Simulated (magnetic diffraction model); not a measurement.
# Magnetic neutron pattern of YbMg2NbS6

Space group Fm-3m (no. 225), a = 9.4630 Å.

| site | atom | x | y | z |
| --- | --- | --- | --- | --- |
| 4b | Yb | 1/2 | 0 | 0 |
| 4a | Nb | 0 | 0 | 0 |
| 24e | S | 1/2 | 0.2584 | 0 |
| 8c | Mg | 1/4 | 1/4 | 3/4 |

This is a made-up structure (elements placed in a structure type, unrelaxed), so the numbers test the method and describe no known phase.

Only Yb is taken to order (form factors of Yb3+); orders and moment sizes are assumed, and not adapted to the symmetry. Radiation: neutrons of λ = 1.594 Å, 8° to 80°; isotropic B of 0.37 Å² (Yb), 0.45 Å² (Nb), 0.72 Å² (S) and 0.59 Å² (Mg). Simulated constant-wavelength pattern: nuclear and magnetic terms add, the magnetic one as |2.695 fm × Σ f S⊥ exp(2πi Q·r) exp(−B s²)|², summed over all Q at one angle with the factor 1/(sin²θ cos θ). For collinear order S is the moment m, which repeats by lattice and centring translations R with the sign exp(−2πi k·R). Free-ion form factors, Sears's scattering lengths of 1992, no absorption; a label names one of the reflections at its angle. The strongest nuclear line in the range is 100, and lines under 0.2 are left out.

Assume the order k = (0 0 0), collinear moments along [101], 2.38 μB on Yb.

Q: Where does magnetic intensity appear, and how strong is it?

```tsv
2θ (°)	index	nuclear	magnetic
16.78	(1 1 1)	5.9	7.6
19.39	(2 0 0)	34.4	4.2
27.56	(2 2 0)	100.0	3.9
32.44	(3 1 1)	7.8	5.4
33.93	(2 2 2)	4.7	1.6
39.38	(4 0 0)	91.9	0.9
43.08	(3 3 1)	6.7	2.8
44.25	(4 2 0)	27.8	2.6
48.74	(4 2 2)	67.8	2.1
51.91	(5 1 1)	3.4	2.3
56.91	(4 4 0)	93.2	0.7
59.77	(5 3 1)	3.4	2.4
60.71	(6 0 0)	20.0	1.5
64.37	(6 2 0)	43.5	1.0
67.05	(5 3 3)	2.2	0.9
67.93	(6 2 2)	3.3	0.9
71.40	(4 4 4)	42.4	0.2
73.95	(7 1 1)	3.0	1.4
74.80	(6 4 0)	12.0	0.7
78.14	(6 4 2)	64.7	1.2
```

The strongest magnetic line in the range is (1 1 1) at 16.78° (7.6). On top of the Lorentz factor, which all lines share, magnetic lines fade with angle because f falls: for Yb3+ it is 0.97, 0.88, 0.76 and 0.51 at sin θ/λ = 0.1, 0.2, 0.3 and 0.5 Å⁻¹, while nuclear lengths stay constant. The net moment is 2.38 μB a primitive cell.

[Logs are printed without paths, hosts, clocks, repeated set-up lines and the standing remarks that a program may print on its own settings, such as how far it seeks lower states.]
